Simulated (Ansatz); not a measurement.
# Lattice dynamics of NaSrH3 (model cell, started as cubic perovskite with Sr in the octahedra)

How does NaSrH3 (model cell, started as cubic perovskite with Sr in the octahedra) vibrate, and is this structure a minimum?

Program: Ansatz 0.2.0. Level of theory: DFT PBEsol, scalar-relativistic, plane waves, PAW; PAW set soft_1. Results are calculated unless marked as measured.

The structure was built from a prototype and need not be the compound's stable phase.

**1. Set-up**

It takes space group Pm-3m (No. 221, cubic). The conventional cell has a = 4.959 Å, b = 4.959 Å, c = 4.959 Å, α = 90.00°, β = 90.00°, γ = 90.00°. Nearest to Na lie 12 H at 3.51 Å. Nearest to Sr lie 6 H at 2.48 Å. Nearest to H lie 2 Sr at 2.48 Å. Farther neighbours are not listed.

**2. Bringing the structure to rest**

The cell and atoms are relaxed, since residual forces and stress would shift the frequencies.

Input file input.yaml:

```yaml
crystal:
  lattice:
    - [4.9588, 0.0, 0.0]
    - [0.0, 4.9588, 0.0]
    - [0.0, 0.0, 4.9588]
  atoms:
    - { symbol: Na, position: [0.0, 0.0, 0.0] }
    - { symbol: Sr, position: [0.5, 0.5, 0.5] }
    - { symbol: H, position: [0.5, 0.5, 0.0] }
    - { symbol: H, position: [0.5, 0.0, 0.5] }
    - { symbol: H, position: [0.0, 0.5, 0.5] }
kpoints:
  mp_grid: { grid: [6, 6, 6] }
hamiltonian:
  xc: pbesol
  pseudopotentials: { kind: paw, azcp: { folder: soft_1 }, xc_functional: pbe }
scf:
  occupations: { method: gaussian, width: 0.02 }
output:
  forces: true
  stress: true
  eigenvalues: true
relax:
  adjacent_minimum: "off"
  f_tol: 0.005
  max_steps: 80
  cell: { stress_tol: 0.05 }
```

Command:

```console
$ ansatz run input.yaml --threads 4 --pin off --max-ram 16384MiB --backend cpu --events-out ev --progress --plain --runs-dir out
```

Numbers of over 12 decimals in the logs are rounded to 6 here.

Log:

```text
Engine: ansatz 0.2.0, aarch64-unknown-linux-gnu
Pseudopotentials: kind: paw
Pseudopotential: Na, paw, valence charge 9, recommended cutoff 420 eV (normal), soft_1/Na.paw.azcp
Pseudopotential: Sr, paw, valence charge 10, recommended cutoff 420 eV (normal), soft_1/Sr.paw.azcp
Pseudopotential: H, paw, valence charge 1, recommended cutoff 420 eV (normal), soft_1/H.paw.azcp
Functional definition: PBEsol
  exchange = pbesol_x
  correlation = pbesol_c
Crystal: 5 atoms, lattice volume = 121.935 Å³
Basis set: ecut = 420 eV, 2373 PW (Γ), exchange–correlation on 72×72×72 points (8 copies of the dense FFT grid, shifted against one another)
Bands: 16, of which v1, the nominal top of the filled ones, is band 11 counted from 1 (10 counted from 0)
Symmetry: 48 space group operations
Space group: Pm-3m (ITA 221), of the structure as read, at distance tolerance 5.0e-5 Å
k-points: 20 of 216
Non-local potential: Na, projectors of the file, l = 0: 3, l = 1: 2, l = 2: 1
Non-local potential: Sr, projectors of the file, l = 0: 3, l = 1: 2, l = 2: 2
Non-local potential: H, projectors of the file, l = 0: 2, l = 1: 1
PAW form: soft (Blöchl's): semilocal exchange-correlation on the pseudo side does not see the compensation charge
PAW frozen core: Na, regenerated for the run's functional, and the local potential with it (the file was generated under x = pbe(κ = 0.804, μ = 0.219515), c = pbe(β = 0.066725))
PAW frozen core: Sr, regenerated for the run's functional, and the local potential with it (the file was generated under x = pbe(κ = 0.804, μ = 0.219515), c = pbe(β = 0.066725))
PAW one-centre angular grid: Na, 110 points (default); XC on 64 Gauss nodes
PAW one-centre angular grid: Sr, 110 points (default); XC on 64 Gauss nodes
PAW one-centre angular grid: H, 110 points (default); XC on 64 Gauss nodes
Initial density: superposition of atomic densities (chi_scale 0.1, normalization cell, long waves kept (reshape's long-wave potential 0.00 eV rms))
Initial wavefunctions: pseudopotential atomic-orbital guess
Functional: x = pbesol(κ = 0.804, μ = 0.123457), c = pbesol(β = 0.046)
SCF iter   1: F=—  HF=-5016.900999 eV  |F-HF|=—  |Δ(HF+E_count)|=         —  Δρ=4.42e-2  dr2=3.76e0  ethr=3.10e-3  ⟨swp⟩=9.4  Hψ=2246  notcnv=0
preconditioner: auto → Resta (q_TF=auto, 2.051 Å⁻¹)  ε∞=2.6  [insulator: Δε(μ)=3.440 eV  Ē_g=6.417 eV  σ=0.020 eV  W_gap=1.00  n_scr=18 (ndim 8)  ℏωp=8.2 eV  f_vac=0.000  D(μ)=0.00/eV (n_scr^D=0)  ε∞_Penn≈2.6]
SCF iter   2: F=—  HF=-5015.807297 eV  |F-HF|=—  |Δ(HF+E_count)|=    1.09e0  Δρ=1.69e-2  dr2=8.56e-1  ethr=3.10e-3  ⟨swp⟩=2.5  Hψ=642  notcnv=0  defer=17
SCF iter   3: F=—  HF=-5015.535237 eV  |F-HF|=—  |Δ(HF+E_count)|=   2.72e-1  Δρ=4.32e-3  dr2=3.70e-2  ethr=3.10e-3  ⟨swp⟩=2.8  Hψ=497  notcnv=0  defer=17
SCF iter   4: F=—  HF=-5015.530900 eV  |F-HF|=—  |Δ(HF+E_count)|=   4.34e-3  Δρ=1.94e-3  dr2=3.01e-3  ethr=1.68e-4  ⟨swp⟩=3.3  Hψ=666  notcnv=0  defer=20
SCF iter   5: F=—  HF=-5015.529668 eV  |F-HF|=—  |Δ(HF+E_count)|=   1.23e-3  Δρ=3.20e-4  dr2=1.73e-4  ethr=1.37e-5  ⟨swp⟩=2.1  Hψ=591  notcnv=0  defer=20
SCF iter   6: F=—  HF=-5015.529729 eV  |F-HF|=—  |Δ(HF+E_count)|=   6.03e-5  Δρ=8.03e-5  dr2=1.25e-5  ethr=7.86e-7  ⟨swp⟩=2.0  Hψ=364  notcnv=0  defer=20
SCF iter   7: F=—  HF=-5015.529703 eV  |F-HF|=—  |Δ(HF+E_count)|=   2.57e-5  Δρ=8.20e-6  dr2=9.59e-8  ethr=4.55e-10  ⟨swp⟩=11.3  Hψ=2195  notcnv=0
SCF iter   8: F=-5015.529703 eV  HF=-5015.529703 eV  |F-HF|=4.47e-9  |Δ(HF+E_count)|=   1.40e-7  Δρ=1.42e-6  dr2=4.77e-9  ethr=4.36e-10  ⟨swp⟩=3.5  Hψ=1272  notcnv=0
SCF 1 converged in 8 iterations: F = -5015.529703 eV  dr2 = 4.77e-9
  greatest PAW one-centre occupation: 0.999 electrons in one spin orbital (limit 2), on the Na atom at site 0 (counted from 0), in its partial waves of l = 0
relax step   1: F+E_penalty+E_count = -5015.52970309 eV  Δ(F+E_penalty+E_count) = +0.000e0 eV  max|allowed force component| = 1.965e-29 eV/Å  Δτ_max = 0.0000 Å  P = -3.030 GPa  Ω = 121.935 Å³  (8 SCF iters, dr2 threshold 1.00e-7 eV, accepted)
Crystal: 5 atoms, lattice volume = 107.317 Å³
Basis set: ecut = 420 eV, 2103 PW (Γ), exchange–correlation on 72×72×72 points (8 copies of the dense FFT grid, shifted against one another)
Initial density: handed on by an earlier stage of this run
Initial wavefunctions: those handed on with the density
iter 1 solved again at ethr=2.63e-4 eV; its pass at ethr=3.10e-3 eV (dr2=5.79e-2 eV) is discarded
SCF iter   1: F=—  HF=-5015.758477 eV  |F-HF|=—  |Δ(HF+E_count)|=         —  Δρ=5.91e-3  dr2=5.79e-2  ethr=2.63e-4  ⟨swp⟩=1.1  Hψ=2216  notcnv=0
preconditioner: auto → Resta (q_TF=auto, 2.095 Å⁻¹)  ε∞=3.2  [insulator: Δε(μ)=2.061 eV  Ē_g=5.976 eV  σ=0.020 eV  W_gap=1.00  n_scr=18 (ndim 8)  ℏωp=8.8 eV  f_vac=0.000  D(μ)=0.00/eV (n_scr^D=0)  ε∞_Penn≈3.2]
SCF iter   2: F=—  HF=-5015.744733 eV  |F-HF|=—  |Δ(HF+E_count)|=   1.37e-2  Δρ=2.45e-3  dr2=1.48e-2  ethr=2.63e-4  ⟨swp⟩=2.0  Hψ=408  notcnv=0
SCF iter   3: F=—  HF=-5015.740879 eV  |F-HF|=—  |Δ(HF+E_count)|=   3.85e-3  Δρ=5.21e-4  dr2=5.91e-4  ethr=6.72e-5  ⟨swp⟩=2.8  Hψ=520  notcnv=0
SCF iter   4: F=—  HF=-5015.740819 eV  |F-HF|=—  |Δ(HF+E_count)|=   6.03e-5  Δρ=2.56e-4  dr2=4.36e-5  ethr=2.69e-6  ⟨swp⟩=2.0  Hψ=587  notcnv=0
SCF iter   5: F=—  HF=-5015.740800 eV  |F-HF|=—  |Δ(HF+E_count)|=   1.92e-5  Δρ=4.65e-5  dr2=2.91e-6  ethr=1.98e-7  ⟨swp⟩=2.0  Hψ=420  notcnv=0
SCF iter   6: F=-5015.740802 eV  HF=-5015.740802 eV  |F-HF|=6.38e-8  |Δ(HF+E_count)|=   1.78e-6  Δρ=1.16e-5  dr2=1.68e-7  ethr=2.27e-9  ⟨swp⟩=8.3  Hψ=1744  notcnv=0
SCF 2 converged in 6 iterations: F = -5015.740802 eV  dr2 = 1.68e-7
relax step   2: F+E_penalty+E_count = -5015.74080182 eV  Δ(F+E_penalty+E_count) = -2.111e-1 eV  max|allowed force component| = 2.017e-29 eV/Å  Δτ_max = 0.0000 Å  P = -1.343 GPa  Ω = 107.317 Å³  energy of the carried Pulay correction = +3.098e-3 eV  (6 SCF iters, dr2 threshold 5.00e-7 eV, accepted)
Crystal: 5 atoms, lattice volume = 97.987 Å³
Basis set: ecut = 420 eV, 1935 PW (Γ), exchange–correlation on 72×72×72 points (8 copies of the dense FFT grid, shifted against one another)
iter 1 solved again at ethr=1.49e-4 eV; its pass at ethr=3.10e-3 eV (dr2=3.28e-2 eV) is discarded
SCF iter   1: F=—  HF=-5015.781707 eV  |F-HF|=—  |Δ(HF+E_count)|=         —  Δρ=4.76e-3  dr2=3.29e-2  ethr=1.49e-4  ⟨swp⟩=1.4  Hψ=2212  notcnv=0
preconditioner: auto → Resta (q_TF=auto, 2.127 Å⁻¹)  ε∞=3.2  [insulator: Δε(μ)=1.894 eV  Ē_g=6.193 eV  σ=0.020 eV  W_gap=1.00  n_scr=18 (ndim 8)  ℏωp=9.2 eV  f_vac=0.000  D(μ)=0.00/eV (n_scr^D=0)  ε∞_Penn≈3.2]
SCF iter   2: F=—  HF=-5015.773679 eV  |F-HF|=—  |Δ(HF+E_count)|=   8.03e-3  Δρ=1.98e-3  dr2=8.29e-3  ethr=1.49e-4  ⟨swp⟩=2.0  Hψ=410  notcnv=0
SCF iter   3: F=—  HF=-5015.771383 eV  |F-HF|=—  |Δ(HF+E_count)|=   2.30e-3  Δρ=4.01e-4  dr2=3.01e-4  ethr=3.77e-5  ⟨swp⟩=2.8  Hψ=521  notcnv=0
SCF iter   4: F=—  HF=-5015.771345 eV  |F-HF|=—  |Δ(HF+E_count)|=   3.89e-5  Δρ=1.93e-4  dr2=2.31e-5  ethr=1.37e-6  ⟨swp⟩=2.0  Hψ=582  notcnv=0
SCF iter   5: F=—  HF=-5015.771335 eV  |F-HF|=—  |Δ(HF+E_count)|=   9.88e-6  Δρ=3.42e-5  dr2=1.35e-6  ethr=1.05e-7  ⟨swp⟩=2.0  Hψ=420  notcnv=0
SCF iter   6: F=-5015.771335 eV  HF=-5015.771335 eV  |F-HF|=3.22e-8  |Δ(HF+E_count)|=   7.91e-7  Δρ=8.15e-6  dr2=7.59e-8  ethr=2.27e-9  ⟨swp⟩=8.2  Hψ=1698  notcnv=0
SCF 3 converged in 6 iterations: F = -5015.771335 eV  dr2 = 7.59e-8
relax step   3: F+E_penalty+E_count = -5015.77133548 eV  Δ(F+E_penalty+E_count) = -3.053e-2 eV  max|allowed force component| = 3.685e-30 eV/Å  Δτ_max = 0.0000 Å  P = +0.502 GPa  Ω = 97.987 Å³  energy of the carried Pulay correction = +5.291e-3 eV  (6 SCF iters, dr2 threshold 5.00e-7 eV, accepted)
[...]
relax step   4: F+E_penalty+E_count = -5015.77412889 eV  Δ(F+E_penalty+E_count) = -2.793e-3 eV  max|allowed force component| = 7.100e-31 eV/Å  Δτ_max = 0.0000 Å  P = -0.014 GPa  Ω = 100.216 Å³  energy of the carried Pulay correction = +4.751e-3 eV  (5 SCF iters, dr2 threshold 5.00e-7 eV, accepted)
Basis set: ecut = 420 eV, 1935 PW (Γ), exchange–correlation on 64×64×64 points (8 copies of the dense FFT grid, shifted against one another)
Initial wavefunctions: pseudopotential atomic-orbital guess (no wavefunctions were taken with the density)
iter 1 solved again at ethr=2.41e-7 eV; its pass at ethr=3.10e-3 eV (dr2=5.31e-5 eV) is discarded
SCF iter   1: F=—  HF=-5015.771270 eV  |F-HF|=—  |Δ(HF+E_count)|=         —  Δρ=2.16e-4  dr2=4.47e-6  ethr=2.41e-7  ⟨swp⟩=4.2  Hψ=3249  notcnv=0
preconditioner: auto → Resta (q_TF=auto, 2.119 Å⁻¹)  ε∞=3.2  [insulator: Δε(μ)=1.812 eV  Ē_g=6.070 eV  σ=0.020 eV  W_gap=1.00  n_scr=18 (ndim 8)  ℏωp=9.1 eV  f_vac=0.000  D(μ)=0.00/eV (n_scr^D=0)  ε∞_Penn≈3.2]
SCF iter   2: F=—  HF=-5015.771232 eV  |F-HF|=—  |Δ(HF+E_count)|=   3.73e-5  Δρ=1.10e-4  dr2=1.11e-6  ethr=2.03e-8  ⟨swp⟩=2.0  Hψ=404  notcnv=0
SCF iter   3: F=—  HF=-5015.771253 eV  |F-HF|=—  |Δ(HF+E_count)|=   2.03e-5  Δρ=8.89e-6  dr2=2.10e-8  ethr=5.03e-9  ⟨swp⟩=2.0  Hψ=380  notcnv=0
SCF iter   4: F=—  HF=-5015.771253 eV  |F-HF|=—  |Δ(HF+E_count)|=   2.66e-8  Δρ=1.45e-6  dr2=1.97e-9  ethr=9.55e-11  ⟨swp⟩=2.0  Hψ=538  notcnv=0
SCF iter   5: F=—  HF=-5015.771253 eV  |F-HF|=—  |Δ(HF+E_count)|=   2.07e-9  Δρ=3.16e-7  dr2=1.25e-10  ethr=8.96e-12  ⟨swp⟩=2.0  Hψ=380  notcnv=0
SCF iter   6: F=-5015.771253 eV  HF=-5015.771253 eV  |F-HF|=9.09e-13  |Δ(HF+E_count)|=  2.55e-11  Δρ=1.08e-7  dr2=9.23e-12  ethr=1.00e-12  ⟨swp⟩=5.4  Hψ=1212  notcnv=0
SCF 5 converged in 6 iterations: F = -5015.771253 eV  dr2 = 9.23e-12
relax step   5: F+E_penalty+E_count = -5015.77125278 eV  Δ(F+E_penalty+E_count) = +2.876e-3 eV  max|allowed force component| = 1.307e-30 eV/Å  Δτ_max = 0.0000 Å  P = -0.042 GPa  Ω = 100.216 Å³  stress off target by 4.15e-2 GPa  SCF on the basis re-selected at this cell (its energy is not comparable with the rows above)  (6 SCF iters)
basis re-selected at this cell: Δ(F+E_penalty+E_count) = +2.876e-3 eV, ΔP = -0.028 GPa vs the last step (what re-selecting the basis moved, of the pressure what is left beyond the Pulay correction that the steps carried, after the strain that the cell walked since its last selection, with what the two solves' SCF thresholds leave and, on support functions, any second-order correction that the steps lacked; it is no measure of the basis error at this ecutwfc). The dense FFT grid was sized anew with the basis: this SCF ran on 32×32×32 points, the steps before it on 36×36×36, so part of this shift can come from that change (see relax.cell in the input reference). [rest of the remark cut]
SCF converged after 6 iterations
Free energy (F): -5015.771253 eV
Harris-Foulkes:  -5015.771253 eV  (|F-HF|=9.09e-13)
Internal energy: -5015.771253 eV  (E = F + TS)
E sigma→0 (E₀):  -5015.771253 eV
Fermi energy:    2.029472 eV
--- Per-component energies (eV) ---
  E_band       = -383.100599
  E_kinetic    = 384.771760
  E_local      = -2413.333133  (includes V_loc(G=0)·N_el)
  E_nonlocal   = 514.790847
  E_hartree    = 754.376817
  E_xc         = -235.406623
  E_vxc        = -235.263592  (∫ρ·V_xc dr)
  E_paw        = -2925.094462  (= ΣΔE_a)
  E_vpaw       = -142.817249  (= ΣTr[D̂ρ^β])
  E_aug_tail   = -0.002797  (compensation charges beyond the density's cutoff)
  E_ewald      = -1096.062704
  E_core_change = 0.189042  (= ΣΔE_core)
  E_smearing   = -0.000000  (= −TS)
  E_closure    = -0.000000  (closes the sum)
  Σ components = -5015.771253   (vs F -5015.771253, Δ=0.00e0)
--- Forces (eV/Å), atoms counted from 1 ---
  atom   1  Na    -0.00000000     0.00000000     0.00000000
  atom   2  Sr     0.00000000    -0.00000000    -0.00000000
  atom   3  H      0.00000000     0.00000000    -0.00000000
  atom   4  H     -0.00000000    -0.00000000     0.00000000
  atom   5  H      0.00000000     0.00000000    -0.00000000
  max |Σ_I F_I| component: 1.36e-30 eV/Å
--- Stress (GPa, compression-positive) ---
       -0.041533       0.000000       0.000000
        0.000000      -0.041533       0.000000
        0.000000       0.000000      -0.041533
  P = ⅓ Tr σ = -0.0415 GPa (-0.415 kbar)
--- Band table (eV; the first three rows and the last of 20) ---
  k-point 0: bands = [... 7 lower, -13.7731, -2.0068, 0.2158, 0.2158, 6.6525, 7.1430, 7.1430, 7.1430, ... 1 higher]
  k-point 1: bands = [... 7 lower, -13.7719, -1.8171, 0.2510, 0.2826, 5.7141, 6.7483, 6.7483, 7.9335, ... 1 higher]
  k-point 2: bands = [... 7 lower, -13.7695, -1.3706, 0.3241, 0.3279, 5.1549, 6.2888, 6.2888, 8.0674, ... 1 higher]
  k-point 19: bands = [... 7 lower, -13.8693, 1.1233, 1.1233, 1.1233, 3.8859, 3.8859, 3.8859, 5.9197, ... 1 higher]
--- Relaxed structure (4 steps of the walk, 4 accepted, 1 SCFs on fresh bases) ---
  F+E_penalty+E_count = -5015.77125278 eV   max|allowed force component| = 1.307e-30 eV/Å   (the final SCF, on the basis selected at the relaxed cell)
  cell:  # Å, volume = 100.2157 Å³
    - [4.644924, 0, 0]
    - [0, 4.644924, 0]
    - [0, 0, 4.644924]
  atoms:
    - { symbol: Na, position: [0, 0, 0] }
    - { symbol: Sr, position: [0.5, 0.5, 0.5] }
    - { symbol: H, position: [0.5, 0.5, 0] }
    - { symbol: H, position: [0.5, 0, 0.5] }
    - { symbol: H, position: [0, 0.5, 0.5] }
```

Wall time 3.2 s (4 threads of Arm Neoverse V2, shared host); peak memory 0.38 GiB; 11 s of CPU time.

The steps of the relaxation:

| step | energy less that of the first step (eV) | largest force component (eV/Å) | pressure (GPa) | volume (Å³) |
| --- | --- | --- | --- | --- |
| 1 | 0.0000 | 0.0000 | -3.03 | 121.94 |
| 2 | -0.2111 | 0.0000 | -1.34 | 107.32 |
| 3 | -0.2416 | 0.0000 | 0.50 | 97.99 |
| 4 | -0.2444 | 0.0000 | -0.01 | 100.22 |
| 5* | -0.2415 | 0.0000 | -0.04 | 100.22 |

Relaxation steps marked * repeat the geometry before them on a plane-wave basis chosen anew for their cell, so energy and pressure can jump there.

Forces are held to the 48 operations that the run works with; a distortion that breaks them can't arise in this run.

| conventional cell, symmetrised | before | after | change |
| --- | --- | --- | --- |
| a (Å) | 4.959 | 4.645 | -6.3 % |
| b (Å) | 4.959 | 4.645 | -6.3 % |
| c (Å) | 4.959 | 4.645 | -6.3 % |
| volume (Å³/atom) | 24.39 | 20.04 | -17.8 % |

Final coordinates:

```cif
data_structure
_symmetry_space_group_name_H-M 'P 1'
_symmetry_Int_Tables_number 1
_cell_length_a 4.6449
_cell_length_b 4.6449
_cell_length_c 4.6449
_cell_angle_alpha 90.000
_cell_angle_beta 90.000
_cell_angle_gamma 90.000
_cell_volume 100.22
loop_
_atom_site_label
_atom_site_type_symbol
_atom_site_fract_x
_atom_site_fract_y
_atom_site_fract_z
_atom_site_occupancy
Na1 Na 0.00000 0.00000 0.00000 1
Sr2 Sr 0.50000 0.50000 0.50000 1
H3 H 0.50000 0.50000 0.00000 1
H4 H 0.50000 0.00000 0.50000 1
H5 H 0.00000 0.50000 0.50000 1
```

This step gave:

| Property | Result |
| --- | --- |
| pressure | -0.04153 GPa |
| gap on the k-mesh | 1.812 eV |
| volume per atom | 20.04 Å³ |
| direct gap on mesh | 2.150 eV |

In this step the volume went from 24.39 to 20.04 Å³/atom.

**3. Bringing the structure to rest**

The relaxation is repeated from its end on the same settings, as a check that it has come to rest.

Changes to input.yaml since step 2:

```diff
@@ -2,5 +2,5 @@
   lattice:
-    - [4.9588, 0.0, 0.0]
-    - [0.0, 4.9588, 0.0]
-    - [0.0, 0.0, 4.9588]
+    - [4.6449235169, 0.0, 0.0]
+    - [0.0, 4.6449235169, 0.0]
+    - [0.0, 0.0, 4.6449235169]
   atoms:
```

Log:

```text
[...]
Crystal: 5 atoms, lattice volume = 100.216 Å³
Basis set: ecut = 420 eV, 1935 PW (Γ), exchange–correlation on 64×64×64 points (8 copies of the dense FFT grid, shifted against one another)
Bands: 16, of which v1, the nominal top of the filled ones, is band 11 counted from 1 (10 counted from 0)
Symmetry: 48 space group operations
[...]
k-points: 20 of 216
[...]
--- Relaxed structure (1 steps of the walk, 1 accepted, 1 SCFs on fresh bases) ---
[...]
cell:  # Å, volume = 100.2157 Å³
    - [4.6449235169, 0.0, 0.0]
    - [0.0, 4.6449235169, 0.0]
    - [0.0, 0.0, 4.6449235169]
  atoms:
    - { symbol: Na, position: [0.0, 0.0, 0.0] }
    - { symbol: Sr, position: [0.5, 0.5, 0.5] }
    - { symbol: H, position: [0.5, 0.5, 0.0] }
    - { symbol: H, position: [0.5, 0.0, 0.5] }
    - { symbol: H, position: [0.0, 0.5, 0.5] }
[key lines of the parts left out:]
SCF converged after 4 iterations
Free energy (F): -5015.771253 eV
Fermi energy:    2.029471 eV
P = ⅓ Tr σ = -0.0415 GPa (-0.415 kbar)
```

Elapsed: 1.2 s, on 4 threads; peak memory 0.35 GiB; 4 s of CPU time.

Little changed from the start: no atom moved by 0.005 Å and no cell edge by 0.1 %.

In this step the volume went from 20.04 to 20.04 Å³/atom.

**4. Tight relaxation**

Phonons need a cell at rest on their own settings, so the relaxation is repeated with tight tolerances on forces and stress, using the mesh and the filling of the phonon run that follows.

input.yaml, the sections that differ from step 3:

```yaml
kpoints:
  mp_grid: { grid: [8, 8, 8] }
scf:
  occupations: { method: fixed }
relax:
  adjacent_minimum: "off"
  f_tol: 0.001
  max_steps: 60
  cell: { stress_tol: 0.01 }
# crystal, hamiltonian, output: as in step 3
```

Log:

```text
[...]
Crystal: 5 atoms, lattice volume = 100.216 Å³
Basis set: ecut = 420 eV, 1935 PW (Γ), exchange–correlation on 64×64×64 points (8 copies of the dense FFT grid, shifted against one another)
Bands: 16, of which v1, the nominal top of the filled ones, is band 11 counted from 1 (10 counted from 0)
Symmetry: 48 space group operations
[...]
k-points: 35 of 512
[...]
--- Relaxed structure (2 steps of the walk, 2 accepted, 1 SCFs on fresh bases) ---
[...]
cell:  # Å, volume = 100.0549 Å³
    - [4.642438, 0.0, 0]
    - [0.0, 4.642438, 0]
    - [0, 0, 4.642438]
  atoms:
    - { symbol: Na, position: [0, 0, 0] }
    - { symbol: Sr, position: [0.500000, 0.500000, 0.500000] }
    - { symbol: H, position: [0.500000, 0.500000, 0] }
    - { symbol: H, position: [0.500000, 0, 0.500000] }
    - { symbol: H, position: [0, 0.500000, 0.500000] }
[key lines of the parts left out:]
SCF converged after 6 iterations
Free energy (F): -5015.771297 eV
Fermi energy:    1.133154 eV
P = ⅓ Tr σ = -0.0062 GPa (-0.062 kbar)
```

It took 2.4 s on 4 threads; peak memory 0.39 GiB.

Little changed from the start: no atom moved by 0.005 Å and no cell edge by 0.1 %.

Numbers from this step:

- pressure: -0.006248 GPa
- gap on the k-mesh: 1.810 eV
- volume per atom: 20.01 Å³
- direct gap on mesh: 2.148 eV

The forces vanish by symmetry and the pressure is -0.006 GPa, within the tolerances set. The cell now holds 20.01 Å³/atom.

[end of part 1 of 3]

[Logs are printed without paths, hosts, clocks, repeated set-up lines and the standing remarks that a program may print on its own settings, such as how far it seeks lower states.]

[Hosts, paths, dates, database ids (printed as entryN), source tags and the programs' standing remarks are cut or masked in the printed files.]
